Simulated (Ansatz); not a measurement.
# CO on Os(0001): change of the work function, part 3 of 5

Aim: the work function of Os(0001) at several coverages of CO (hcp site), and the dipole that each adsorbate carries.

Ansatz 0.2.0; plane-wave DFT, PBEsol, Ansatz PAW (the session's first sound run).

So far, work function, upper face (eV): step 2 (the clean slab) 5.47; step 3 (38 atoms, coverage 0.111 ML, cell 3x3) 5.95.

## 4. Adsorbate added, k-mesh 7×7×1, coverage 0.25 ML

System of this step: CO/Os(0001). The cell holds 18 atoms: 16 Os, 1 C and 1 O. Cell: a = 5.480 Å, b = 5.480 Å, c = 27.074 Å, α = 90.0°, β = 90.0°, γ = 60.0°. Vacuum lies along c.

Another coverage, to see how the dipoles act on each other as their distance changes.

input.yaml reads:

```yaml
crystal:
  lattice:
    - [5.48, 0.0, 0.0]
    - [2.74, 4.7458192128, 0.0]
    - [0.0, 0.0, 27.0741476736]
  atoms:
    - { symbol: Os, position: [0.3333333333, 0.3333333333, 0.332420437] }
    - { symbol: Os, position: [0.0, 0.0, 0.4123206438] }
    - { symbol: Os, position: [0.3333333333, 0.3333333333, 0.4915450804] }
    - { symbol: Os, position: [0.0, 0.0, 0.5682642451] }
    - { symbol: Os, position: [0.3333333333, 0.8333333333, 0.332420437] }
    - { symbol: Os, position: [0.0, 0.5, 0.4123206438] }
    - { symbol: Os, position: [0.3333333333, 0.8333333333, 0.4915450804] }
    - { symbol: Os, position: [0.0, 0.5, 0.5682642451] }
    - { symbol: Os, position: [0.8333333333, 0.3333333333, 0.332420437] }
    - { symbol: Os, position: [0.5, 0.0, 0.4123206438] }
    - { symbol: Os, position: [0.8333333333, 0.3333333333, 0.4915450804] }
    - { symbol: Os, position: [0.5, 0.0, 0.5682642451] }
    - { symbol: Os, position: [0.8333333333, 0.8333333333, 0.332420437] }
    - { symbol: Os, position: [0.5, 0.5, 0.4123206438] }
    - { symbol: Os, position: [0.8333333333, 0.8333333333, 0.4915450804] }
    - { symbol: Os, position: [0.5, 0.5, 0.5682642451] }
    - { symbol: C, position: [0.3333333333, 0.3333333333, 0.6247342623] }
    - { symbol: O, position: [0.3333333333, 0.3333333333, 0.667579563] }
kpoints:
  mp_grid: { grid: [7, 7, 1] }
hamiltonian:
  xc: pbesol
scf:
  occupations: { method: fermi_dirac, width: 0.1 }
  convergence: { dr2_threshold: 1.0e-08 }
efield:
  axis: 3
  dipole_correction: true
  ramp_position: 0.97
  ramp_width: 0.06
relax:
  f_tol: 0.02
  max_steps: 60
  constraints: [{ sites: [0, 1, 4, 5, 8, 9, 12, 13] }]
output:
  bader: true
  dos: { projected: true, e_range: [-8, 4] }
  write_potential: true
  write_density: true
  volumetric_format: npy
  elf: true
```

The run is started by

```console
$ ansatz run input.yaml --threads 4 --pin off --max-ram 12288MiB --backend cpu --events-out ev --progress --plain --runs-dir out
```

Numbers of over 12 decimals in the logs are rounded to 6 here.

What it wrote:

```text
[...]
Crystal: 18 atoms, lattice volume = 704.120 Å³
Basis set: ecut = 420 eV, 13657 PW (Γ), exchange–correlation on 80×80×384 points (8 copies of the dense FFT grid, shifted against one another)
Bands: 160, of which v1, the nominal top of the filled ones, is band 133 counted from 1 (132 counted from 0)
Symmetry: 6 space group operations
[...]
k-points: 8 of 49 (time reversal used)
[...]
SCF iter   1: F=—  HF=-180813.472726 eV  |F-HF|=—  |Δ(HF+E_count)|=         —  Δρ=1.13e-2  dr2=4.23e0  ethr=1.77e-3  p=-0.196 e·Å  D=-5.03e-2 V/Å  ΔV_dip=1.36 eV  dr2_dipole=8.26e-1  V_vac-E_F(+/−)=6.83/5.47 eV  ⟨swp⟩=9.6  Hψ=6617  notcnv=0  defer=3
[...]
SCF iter  10: F=-180813.233521 eV  HF=-180813.233521 eV  |F-HF|=4.59e-8  |Δ(HF+E_count)|=   1.24e-7  Δρ=7.92e-7  dr2=5.67e-9  ethr=3.76e-12  p=-0.092 e·Å  D=-2.36e-2 V/Å  ΔV_dip=0.64 eV  dr2_dipole=2.59e-11  V_vac-E_F(+/−)=6.11/5.47 eV  ⟨swp⟩=11.8  Hψ=10367  notcnv=0
SCF 1 converged in 10 iterations: F = -180813.233521 eV  dr2 = 5.67e-9
[...]
relax step   1: F+E_penalty+E_count = -180813.23352057 eV  Δ(F+E_penalty+E_count) = +0.000e0 eV  max|allowed force component| = 2.903e0 eV/Å  Δτ_max = 0.0000 Å  (10 SCF iters, accepted)
[...]
SCF iter   9: F=-180813.302055 eV  HF=-180813.302055 eV  |F-HF|=9.62e-8  |Δ(HF+E_count)|=   1.30e-7  Δρ=8.27e-7  dr2=6.42e-9  ethr=3.76e-12  p=-0.122 e·Å  D=-3.13e-2 V/Å  ΔV_dip=0.85 eV  dr2_dipole=3.19e-11  V_vac-E_F(+/−)=6.33/5.48 eV  ⟨swp⟩=14.5  Hψ=10078  notcnv=0
SCF 2 converged in 9 iterations: F = -180813.302055 eV  dr2 = 6.42e-9
[...]
relax step   2: F+E_penalty+E_count = -180813.30205480 eV  Δ(F+E_penalty+E_count) = -6.853e-2 eV  max|allowed force component| = 1.346e0 eV/Å  Δτ_max = 0.0748 Å  (9 SCF iters, accepted)
SCF iter   1: F=—  HF=-180813.387707 eV  |F-HF|=—  |Δ(HF+E_count)|=         —  Δρ=4.47e-3  dr2=6.07e-2  ethr=8.32e-4  p=-0.122 e·Å  D=-3.13e-2 V/Å  ΔV_dip=0.85 eV  dr2_dipole=2.35e-3  V_vac-E_F(+/−)=6.33/5.48 eV  ⟨swp⟩=4.4  Hψ=2823  notcnv=0  defer=5
[...]
SCF iter   9: F=-180813.373358 eV  HF=-180813.373358 eV  |F-HF|=5.28e-8  |Δ(HF+E_count)|=   8.96e-8  Δρ=4.32e-7  dr2=1.57e-9  ethr=3.76e-12  p=-0.127 e·Å  D=-3.27e-2 V/Å  ΔV_dip=0.89 eV  dr2_dipole=8.96e-11  V_vac-E_F(+/−)=6.37/5.48 eV  ⟨swp⟩=14.4  Hψ=9538  notcnv=0
SCF 3 converged in 9 iterations: F = -180813.373358 eV  dr2 = 1.57e-9
relax step   3: F+E_penalty+E_count = -180813.37335813 eV  Δ(F+E_penalty+E_count) = -7.130e-2 eV  max|allowed force component| = 4.033e-1 eV/Å  Δτ_max = 0.0793 Å  (9 SCF iters, accepted)
[...]
relax step   4: F+E_penalty+E_count = -180813.37918258 eV  Δ(F+E_penalty+E_count) = -5.824e-3 eV  max|allowed force component| = 2.864e-1 eV/Å  Δτ_max = 0.0160 Å  (8 SCF iters, accepted)
[...]
relax step   5: F+E_penalty+E_count = -180813.38044416 eV  Δ(F+E_penalty+E_count) = -1.262e-3 eV  max|allowed force component| = 2.218e-2 eV/Å  Δτ_max = 0.0090 Å  (7 SCF iters, accepted)
SCF iter   1: F=—  HF=-180813.379136 eV  |F-HF|=—  |Δ(HF+E_count)|=         —  Δρ=5.22e-5  dr2=5.09e-5  ethr=9.66e-8  p=-0.132 e·Å  D=-3.40e-2 V/Å  ΔV_dip=0.92 eV  dr2_dipole=4.42e-6  V_vac-E_F(+/−)=6.40/5.48 eV  ⟨swp⟩=2.5  Hψ=2170  notcnv=0
[...]
SCF iter   5: F=-180813.380468 eV  HF=-180813.380467 eV  |F-HF|=6.16e-8  |Δ(HF+E_count)|=   6.34e-8  Δρ=6.74e-7  dr2=4.64e-9  ethr=3.76e-12  p=-0.132 e·Å  D=-3.40e-2 V/Å  ΔV_dip=0.92 eV  dr2_dipole=1.37e-14  V_vac-E_F(+/−)=6.40/5.48 eV  ⟨swp⟩=11.6  Hψ=9800  notcnv=0
SCF 6 converged in 5 iterations: F = -180813.380468 eV  dr2 = 4.64e-9
relax step   6: F+E_penalty+E_count = -180813.38046751 eV  Δ(F+E_penalty+E_count) = -2.335e-5 eV  max|allowed force component| = 5.234e-3 eV/Å  Δτ_max = 0.0008 Å  (5 SCF iters, accepted)
[...]
SCF converged after 5 iterations
Free energy (F): -180813.380468 eV
[...]
Internal energy: -180812.942624 eV  (E = F + TS)
E sigma→0 (E₀):  -180813.161546 eV
Entropy (-TS):   -0.437844 eV (-24.325 meV/atom)
Fermi energy:    4.494909 eV
Dipole field:    D = -0.033994 V/Å  (p = -0.132277 e·Å, saw-weighted, corrected)
Work function:   Φ+ = 6.3987 eV   Φ− = 5.4783 eV
[...]
--- Forces (eV/Å), atoms counted from 1 ---
  atom   1  Os     0.00000000    -0.00000000     0.95532063
  atom   2  Os    -0.00000000     0.00000000    -1.37121262
  atom   3  Os    -0.00000000    -0.00000000    -0.00523364
  atom   4  Os    -0.00000000     0.00000000    -0.00239977
  atom   5  Os    -0.10594990     0.06117020     1.06997161
  atom   6  Os     0.05415695    -0.03126753    -0.92942903
  atom   7  Os    -0.00345769     0.00199630     0.00124985
  atom   8  Os    -0.00117948     0.00068097    -0.00098968
  atom   9  Os     0.00000000    -0.12234041     1.06997161
  atom  10  Os    -0.00000000     0.06253506    -0.92942903
  atom  11  Os     0.00000000    -0.00399259     0.00124985
  atom  12  Os    -0.00000000    -0.00136194    -0.00098968
  atom  13  Os     0.10594990     0.06117020     1.06997161
  atom  14  Os    -0.05415695    -0.03126753    -0.92942903
  atom  15  Os     0.00345769     0.00199630     0.00124985
  atom  16  Os     0.00117948     0.00068097    -0.00098968
  atom  17  C      0.00000000    -0.00000000     0.00113405
  atom  18  O     -0.00000000    -0.00000000    -0.00001283
  max |Σ_I F_I| component: 4.10e-6 eV/Å
--- Band table (eV; the first three rows and the last of 8) ---
  k-point 0: bands = [... 129 lower, 4.8392, 4.8392, 5.3887, 5.5332, 5.5332, 5.8130, 5.8143, 5.8143, ... 23 higher]
  k-point 1: bands = [... 129 lower, 4.6613, 4.7582, 4.8454, 4.8474, 5.0003, 5.4882, 5.5016, 5.6596, ... 23 higher]
  k-point 2: bands = [... 129 lower, 4.1095, 4.1278, 4.3608, 4.5989, 4.8488, 5.0560, 5.1199, 5.1634, ... 23 higher]
  k-point 7: bands = [... 129 lower, 3.8101, 3.8244, 4.0108, 4.1297, 4.1801, 4.2242, 4.6948, 4.9799, ... 23 higher]
--- Relaxed structure (6 steps of the walk, 6 accepted, 0 SCFs on fresh bases) ---
  F+E_penalty+E_count = -180813.38046751 eV   max|allowed force component| = 5.234e-3 eV/Å
  atoms:
    - { symbol: Os, position: [0.333333, 0.333333, 0.332420437] }
[...]
- { symbol: Os, position: [0.333333, 0.333333, 0.491086] }
    - { symbol: Os, position: [5.89397024446144e-18, 6.167905693080018e-18, 0.567515] }
    - { symbol: Os, position: [0.333333, 0.833333, 0.332420437] }
    - { symbol: Os, position: [0.0, 0.5, 0.4123206438] }
    - { symbol: Os, position: [0.332501, 0.833749, 0.491215] }
    - { symbol: Os, position: [-0.00820282, 0.504101, 0.569821] }
    - { symbol: Os, position: [0.833333, 0.333333, 0.332420437] }
    - { symbol: Os, position: [0.5, 6.1679056930800195e-18, 0.4123206438] }
    - { symbol: Os, position: [0.833749, 0.332501, 0.491215] }
    - { symbol: Os, position: [0.504101, -0.00820282, 0.569821] }
    - { symbol: Os, position: [0.833333, 0.833333, 0.332420437] }
    - { symbol: Os, position: [0.5, 0.5, 0.4123206438] }
    - { symbol: Os, position: [0.833749, 0.833749, 0.491215] }
    - { symbol: Os, position: [0.504101, 0.504101, 0.569821] }
    - { symbol: C, position: [0.333333, 0.333333, 0.621433] }
    - { symbol: O, position: [0.333333, 0.333333, 0.665569] }
--- Bader charges: 18 sites ---
  site symbol  charge [e]  shift [e]
     0     Os     -0.0710     0.0001
     1     Os      0.0855     0.0001
     2     Os      0.0667     0.0001
     3     Os     -0.0056     0.0001
     4     Os     -0.0737     0.0001
     5     Os      0.0697     0.0001
     6     Os      0.0575     0.0000
     7     Os      0.0752     0.0012
     8     Os     -0.0737     0.0001
     9     Os      0.0697     0.0001
    10     Os      0.0575     0.0000
    11     Os      0.0752     0.0012
    12     Os     -0.0737     0.0001
    13     Os      0.0697     0.0001
    14     Os      0.0575     0.0000
    15     Os      0.0752     0.0012
    16      C      0.5465     0.0006
    17      O     -1.0082     0.0041
  estimated error of the sums over rays = 4.7e-4 e
```

Wall time 3.9 min (4 threads of Arm Neoverse V1, shared host); peak memory 2.8 GiB.

Relaxation path:

```
step  energy less that of the first step (eV)  largest force component (eV/Å)
   1                                   0.0000                          2.9028
   2                                  -0.0685                          1.3463
   3                                  -0.1398                          0.4033
   4                                  -0.1457                          0.2864
   5                                  -0.1469                          0.0222
   6                                  -0.1469                          0.0052
```

Forces are held to the 6 operations that the run works with; a distortion that breaks them can't arise in this run.

The atoms that moved most (Å):

```
atom      dx      dy      dz  length
 C17   0.000   0.000  -0.089   0.089
Os16   0.034   0.019   0.042   0.057
Os12   0.000  -0.039   0.042   0.057
 Os8  -0.034   0.019   0.042   0.057
 O18   0.000   0.000  -0.054   0.054
 Os4   0.000   0.000  -0.020   0.020
 Os3   0.000   0.000  -0.012   0.012
Os15   0.003   0.002  -0.009   0.010
```

The relaxed structure:

```xyz
18
Lattice="5.4800 0.0000 0.0000 2.7400 4.7458 0.0000 0.0000 0.0000 27.0741" Properties=species:S:1:pos:R:3
Os    2.7400    1.5819    9.0000
Os    0.0000    0.0000   11.1632
Os    2.7400    1.5819   13.2957
Os    0.0000    0.0000   15.3650
Os    4.1100    3.9548    9.0000
Os    1.3700    2.3729   11.1632
Os    4.1066    3.9568   13.2992
Os    1.3363    2.3924   15.4274
Os    5.4800    1.5819    9.0000
Os    2.7400    0.0000   11.1632
Os    5.4800    1.5780   13.2992
Os    2.7400   -0.0389   15.4274
Os    6.8500    3.9548    9.0000
Os    4.1100    2.3729   11.1632
Os    6.8534    3.9568   13.2992
Os    4.1437    2.3924   15.4274
C     2.7400    1.5819   16.8248
O     2.7400    1.5819   18.0197
```

This step gave:

```yaml
energy_at_zero_smearing: -180813.1615 eV
work_function_upper_face: 6.399 eV
work_function_lower_face: 5.478 eV
dipole_along_the_normal: -0.1323 e·Å
step_between_the_vacuum_levels: 0.9203 eV
```

The density of states has structure finer than the step of the table below, so its rows give means over 0.25 eV, whole bins alone (the curve runs from -8 to 1.98 eV). Peaks (eV: height): -5.350: 35.0, -5.020: 40.8, -2.470: 38.9, -2.200: 39.3, -1.710: 63.7, -0.780: 37.1, 1.950: 50.3.

Density of states against energy, zero at the Fermi level; means over each step:

```
energy (eV)  density of states (states/eV a cell)
      -7.75                                  2.87
      -7.50                                  10.5
      -7.25                                  11.9
      -7.00                                  14.7
      -6.75                                  15.3
      -6.50                                  18.3
      -6.25                                  18.8
      -6.00                                  13.4
      -5.75                                  16.3
      -5.50                                  11.4
      -5.25                                  18.7
      -5.00                                  22.6
      -4.75                                  13.3
      -4.50                                  16.6
      -4.25                                  15.8
      -4.00                                  7.12
      -3.75                                  14.4
      -3.50                                  22.9
      -3.25                                  22.5
      -3.00                                  15.9
      -2.75                                  20.4
      -2.50                                  33.1
      -2.25                                  25.7
      -2.00                                  22.1
      -1.75                                  25.7
      -1.50                                  13.8
      -1.25                                  11.8
      -1.00                                  11.1
      -0.75                                  20.6
      -0.50                                  15.5
      -0.25                                  13.7
       0.00                                  12.1
       0.25                                  14.5
       0.50                                  15.8
       0.75                                  15.8
       1.00                                  12.0
       1.25                                  15.5
       1.50                                  21.7
       1.75                                  18.6
```

Projected DOS per atom over height of the atomic layer and energy from the Fermi level. Layers: Os4 Os4 Os4 Os4 C O from below.

Values in states/eV, 22 rows by 6 columns, each cell a mean:
```
1.05 1.56 1.53 0.89 0.15 0.09
1.34 1.04 1.01 1.05 0.12 0.10
1.02 0.86 0.80 0.82 0.24 0.30
1.10 0.72 0.69 1.03 0.20 0.27
0.97 0.55 0.56 0.81 0.14 0.30
1.30 0.69 0.72 1.11 0.17 0.41
1.13 0.55 0.58 0.93 0.13 0.41
0.85 0.72 0.60 0.83 0.06 0.21
1.68 1.09 0.93 1.45 0.06 0.41
2.56 1.32 1.29 1.89 0.05 0.45
1.32 1.02 1.11 1.61 0.04 0.31
1.25 1.29 1.37 1.32 0.03 0.29
0.93 1.10 1.07 0.99 0.05 0.23
0.69 0.87 0.79 0.65 0.13 0.20
0.96 1.02 0.95 0.89 0.08 0.18
1.08 1.20 1.16 0.95 0.39 0.67
0.61 0.74 0.92 0.83 0.57 0.90
0.72 1.11 0.97 0.59 0.76 0.91
0.66 1.27 1.15 0.72 1.60 2.09
0.37 0.98 1.16 0.67 0.59 1.69
0.33 0.90 0.96 0.48 0.34 0.42
0.11 0.30 0.37 0.17 0.10 0.08
```
Columns: height of the atomic layer (Å) from 9 to 18.0 (not evenly spaced); rows upwards: energy from the Fermi level (eV) from -7.96 to 1.95.

Electrostatic potential energy in the ca plane at fractional y = 0.333, with atoms of Os and C and O within 0.2 Å of it. With pseudopotentials it is smooth inside the atoms' cores, unlike the true potential.

Ten even steps from '0' (-49 eV) to '9' (11 eV), each cell a mean:
```
36887778741136887789999999999999999999999999
04888888610004888899999999999999999999999999
04788888610004888899999999999999999999999999
15888888730025888889999999999999999999999999
57876678864457876678999999999999999999999999
88864457887788864468999999999999999999999999
88864357888788864468899999999999999999999999
57876678864357876678788889999999999999999999
15888888630015888885225336999999999999999999
03788888510004888873001003999999999999999999
04888888620005888884003114999999999999999999
36887778742137887777567668999999999999999999
78875468876678875578889999999999999999999999
88864357888888864468999999999999999999999999
78875468876678875568999999999999999999999999
```
Columns run along c (16.0 Å, from fractional 0.35 to 0.94 of the cell; values clipped at the 3rd and 97th percentile), rows up along a (5.5 Å). Atoms in or near the plane, at fractional coordinates: Os at (0.49, 0.33), Os at (0.49, 0.83), C at (0.62, 0.33), O at (0.67, 0.33).

Valence density in the ca plane at fractional y = 0.333, with atoms of Os and C and O within 0.2 Å of it. It is the smooth field of the valence electrons, not physical close to the nuclei.

Values in e/Å³, 8 rows by 16 columns, each cell a mean:
```
1.9 0.5 0.5 2.9 3.5 0.5 0.5 0.1 0.0 0.0 0.0 0.0 0.0 0.0 0.0 0.0
2.7 0.4 0.4 4.0 4.9 0.5 0.3 0.1 0.0 0.0 0.0 0.0 0.0 0.0 0.0 0.0
0.7 0.8 0.7 0.9 1.1 0.6 0.8 0.1 0.0 0.0 0.0 0.0 0.0 0.0 0.0 0.0
0.4 1.1 0.9 0.5 0.5 0.7 1.1 0.3 0.2 0.1 0.0 0.0 0.0 0.0 0.0 0.0
1.9 0.5 0.5 2.9 3.5 0.4 0.5 1.2 2.6 1.0 0.0 0.0 0.0 0.0 0.0 0.0
2.7 0.4 0.4 4.1 4.8 0.4 0.5 1.6 4.2 1.6 0.0 0.0 0.0 0.0 0.0 0.0
0.7 0.8 0.7 0.9 1.1 0.5 0.8 0.5 0.5 0.2 0.0 0.0 0.0 0.0 0.0 0.0
0.4 1.1 0.9 0.5 0.5 0.7 1.1 0.2 0.0 0.0 0.0 0.0 0.0 0.0 0.0 0.0
```
Columns run along c (16.0 Å, from fractional 0.35 to 0.94 of the cell), rows up along a (5.5 Å). Atoms in or near the plane, at fractional coordinates: Os at (0.49, 0.33), Os at (0.49, 0.83), C at (0.62, 0.33), O at (0.67, 0.33).

ELF in the ca plane at fractional y = 0.333, with atoms of Os and C and O within 0.2 Å of it. It is the smooth field of the valence electrons, not physical close to the nuclei.

Ten even steps from '0' (0.00) to '9' (0.86), each cell a mean:
```
54433334346753433333320000000000000000000000
74333333367674343444421000000000000000000000
75333333376574344444431000000000000000000000
74433334357763333344320000000000000000000000
43433333334533433333210000000000000000000000
33334533333333334432210011100000000000000000
33334533333333334433421345310000000000000000
43433333334533433336755788731000000000000000
74433334367764333258658899851000000000000000
75333333376574333367239669962000000000000000
74333333367674333258449779962000000000000000
53433334346653432247867899841000000000000000
33334433333333333334543567520000000000000000
33334532344433334532210123210000000000000000
33334433333333334432210000000000000000000000
```
Columns run along c (16.0 Å, from fractional 0.35 to 0.94 of the cell), rows up along a (5.5 Å). Atoms in or near the plane, at fractional coordinates: Os at (0.49, 0.33), Os at (0.49, 0.83), C at (0.62, 0.33), O at (0.67, 0.33).

The relaxation took 6 steps and lowered the energy by 0.15 eV; the largest force on the free atoms ends at 0.0052 eV/Å.

By hand: a sheet of dipoles makes a step −p/(ε₀A) in the electron's potential. With e/ε₀ = 180.95 V·Å, p = -0.1323 e·Å and A = 26.01 Å², that is −180.95 × (-0.1323) / 26.01 = +0.920 eV, and the two vacuum levels of the run differ by +0.920 eV.

The covered face has 6.40 eV, +0.93 eV against the clean one; the bare back face has moved by -0.04 eV, a measure of how thin the slab is.

(Part 3 of 5 ends here.)

[Logs are printed without paths, hosts, clocks, repeated set-up lines and the standing remarks that a program may print on its own settings, such as how far it seeks lower states.]

[Hosts, paths, dates, database ids (printed as entryN), source tags and the programs' standing remarks are cut or masked in the printed files.]

[Maps of the electrostatic potential energy from Ansatz leave out the sawtooth potential of an applied field or a dipole correction, so their vacuum need not be flat; planar profiles and work functions include it.]

[The density of states shown here was stored with 400 of the rows of the run's finer table, so its peaks can read low, often by over a quarter, or be missed, and its means over a window can be off by a tenth or more.]
